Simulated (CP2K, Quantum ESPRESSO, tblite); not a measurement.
# How far do other methods lie from plane waves? (13,0) blue phosphorene nanotube (52 atoms)

One geometry of (13,0) blue phosphorene nanotube (52 atoms) is solved by several programs and methods. How far do their forces lie from a plane-wave PBE run?

Results are calculated, not measured.

## Step 1: The cell

The cell holds 52 atoms (52 P), with edges of 23.81, 23.70 and 5.68 Å. Recipe: blue phosphorene sheet (a = 3.28 Å) rolled into a (13,0) tube of diameter 13.57 Å, 1 period, 9 Å of vacuum; not relaxed, displaced by a Gaussian of 0.02 Å. Then every atom was moved at random, 0.02 Å r.m.s. a Cartesian component.

## Step 2: The reference input

Quantum ESPRESSO 7.5: Kohn-Sham DFT, PBE, SSSP efficiency 1.3.0 pseudopotentials, plane waves. Its input, pw.in:

```
&control
  calculation = 'scf'
  pseudo_dir = './pseudo'
  outdir = './tmp'
  disk_io = 'none'
  tprnfor = .true.
/
&system
  ibrav = 0
  nat = 52
  ntyp = 1
  ecutwfc = 45
  ecutrho = 360
  nosym = .true.
  occupations = 'smearing'
  smearing = 'fd'
  degauss = 0.003675
/
&electrons
  conv_thr = 2.6e-07
  electron_maxstep = 100
  mixing_beta = 0.2
  mixing_mode = 'local-TF'
  diagonalization = 'david'
/
ATOMIC_SPECIES
P 30.974 P.upf
CELL_PARAMETERS angstrom
23.81273 0.00000 0.00000
0.00000 23.70473 0.00000
0.00000 0.00000 5.68113
ATOMIC_POSITIONS crystal
P 0.80803 0.49962 0.32863
P 0.75159 0.56319 0.17170
P 0.77661 0.64356 0.33554
P 0.69436 0.67324 0.16983
[... 46 atom lines left out ...]
P 0.80217 0.42312 0.82846
P 0.75984 0.49912 0.67006
K_POINTS gamma
```

```console
$ OMP_NUM_THREADS=1 mpirun -np 2 pw.x -in pw.in > output.txt
```

Wall time 8.4 min (2 MPI ranks of Arm Neoverse V2, shared host); peak memory 7.8 GiB.

It converged with an r.m.s. force component of 0.61 eV/Å.

Its highest filled and lowest empty levels lie 1.71 eV apart on its k-points.

## Step 3: What was run beside it

- CP2K 2026.2: Gaussian basis with GTH pseudopotentials and a plane-wave density; labels give functional, basis (MOLOPT sets; SR short-range, UZH the newer set with its own potentials), grid cutoff/relative cutoff and solver (OT: orbital transformation; TRS4, TC2, SIGN: linear-scaling purification with its sparsity filter), or its built-in tight binding.
- tblite 0.8.0: extended tight binding, driven from Python.

All use the same cell and atoms, and the electronic-structure runs the same k-mesh.

## Step 4: Side by side

Differences are against the reference: forces as r.m.s. over components, share as that over the reference's r.m.s. force, slope as the fitted ratio of a run's forces to the reference's.

```
                                                                     run  Δ force, r.m.s. (meV/Å)  share (%)  slope  Δ gap (eV)  cores  CPU time  memory (GiB)
                                                               reference                        -          -      -           -      2    17 min           7.8
             CP2K PBE+rVV10L, DZVP-MOLOPT-SR, 350/50 Ry, diagonalisation                     91.1       14.9  1.060     -0.0311      1   4.9 min           6.9
           CP2K PBE, DZVP-MOLOPT-SR, 122/50 Ry, diagonalisation (coarse)                     70.7       11.6  1.048     -0.0184      1      31 s          0.95
           CP2K PBE, DZVP-MOLOPT-SR, 244/50 Ry, diagonalisation (coarse)                     70.8       11.6  1.048     -0.0184      1      55 s           2.2
           CP2K PBE, DZVP-MOLOPT-SR, 350/20 Ry, diagonalisation (coarse)                     69.7       11.4  1.046     -0.0181      1      66 s           3.6
                    CP2K PBE, DZVP-MOLOPT-SR, 350/50 Ry, diagonalisation                     70.8       11.6  1.048     -0.0184      1      80 s           3.6
            CP2K PBE, SZV-MOLOPT-SR, 350/50 Ry, diagonalisation (coarse)                     1860        304  2.676       0.641      1      64 s           3.6
                      CP2K PBE, TZV2P-MOLOPT, 350/50 Ry, diagonalisation                     9.82       1.61  0.993      0.0156      2   1.8 min           3.8
                         CP2K PBE, TZV2P-UZH, 350/50 Ry, diagonalisation                     21.9       3.59  0.974      0.0191      2   2.6 min           3.8
   CP2K TPSS, PBE potentials, DZVP-MOLOPT-SR, 350/50 Ry, diagonalisation                      121       19.8  1.084       0.171      2   2.3 min           3.8
CP2K r2SCAN, SCAN potentials, DZVP-UZH(SCAN), 600/50 Ry, diagonalisation                     86.2       14.1  0.973       0.383      1   4.6 min           9.1
                                                         tblite GFN2-xTB                      623        102  0.478           -      1       2 s          0.12
```

Rows marked coarse were listed beforehand as settings not expected to be converged; some can still land near the reference.

CPU time is summed over cores on shared hosts, so it is rough.

## Step 5: What came out

Forces lie from 1.6 % (CP2K PBE, TZV2P-MOLOPT, 350/50 Ry, diagonalisation) to 304 % (CP2K PBE, SZV-MOLOPT-SR, 350/50 Ry, diagonalisation, coarse) of the reference's r.m.s. force of 0.61 eV/Å away from it. The PBE runs in local orbitals, coarse settings apart, differ by 1.6 % (CP2K PBE, TZV2P-MOLOPT, 350/50 Ry, diagonalisation) to 12 % (CP2K PBE, DZVP-MOLOPT-SR, 350/50 Ry, diagonalisation); basis, grid and potentials can all enter. Tight binding differs by 102 % (tblite GFN2-xTB); it is another model, with fitted parameters of its own, and the xTB methods hold dispersion. Rows with another functional or a dispersion term differ by 14 % (CP2K r2SCAN, SCAN potentials, DZVP-UZH(SCAN), 600/50 Ry, diagonalisation) to 20 % (CP2K TPSS, PBE potentials, DZVP-MOLOPT-SR, 350/50 Ry, diagonalisation), which mixes the change of model with differences of basis and potentials, some of them made for another functional.

Runs with settings chosen to be coarse differ by 11 % (CP2K PBE, DZVP-MOLOPT-SR, 350/20 Ry, diagonalisation) to 304 % (CP2K PBE, SZV-MOLOPT-SR, 350/50 Ry, diagonalisation), their programs' other errors included. From CP2K PBE, DZVP-MOLOPT-SR, 122/50 Ry, diagonalisation to the finer CP2K PBE, DZVP-MOLOPT-SR, 350/50 Ry, diagonalisation the share goes from 11.6 to 11.6 %, so the grid isn't what parts these runs from the reference. Gaps at PBE, coarse settings apart, lie -0.02 to +0.02 eV from the reference's, on k-points that hold the band edges only if these fold onto them.

Caveats: Periodic xTB results under one method name differ between programs and library versions. The cell is under 6 Å thick along one periodic direction, so every atom has periodic images of itself close by, which move with it. The electronic-structure runs sample only Γ, in a cell whose periodic width is 6 Å. The reference's PBE has no dispersion term. Where levels are smeared, the DFT runs use Fermi–Dirac occupations at 580 K (0.05 eV), and energies are free energies. The atoms were displaced at random, and shares hang on the size of the forces that this gives. The reference's cutoffs and mesh weren't converged further here.

[Logs are printed without paths, hosts, clocks, repeated set-up lines and the standing remarks that a program may print on its own settings, such as how far it seeks lower states.]

[Hosts, paths, dates, database ids (printed as entryN), source tags and the programs' standing remarks are cut or masked in the printed files.]

[Cells were taken only where this reference lay near another plane-wave run.]
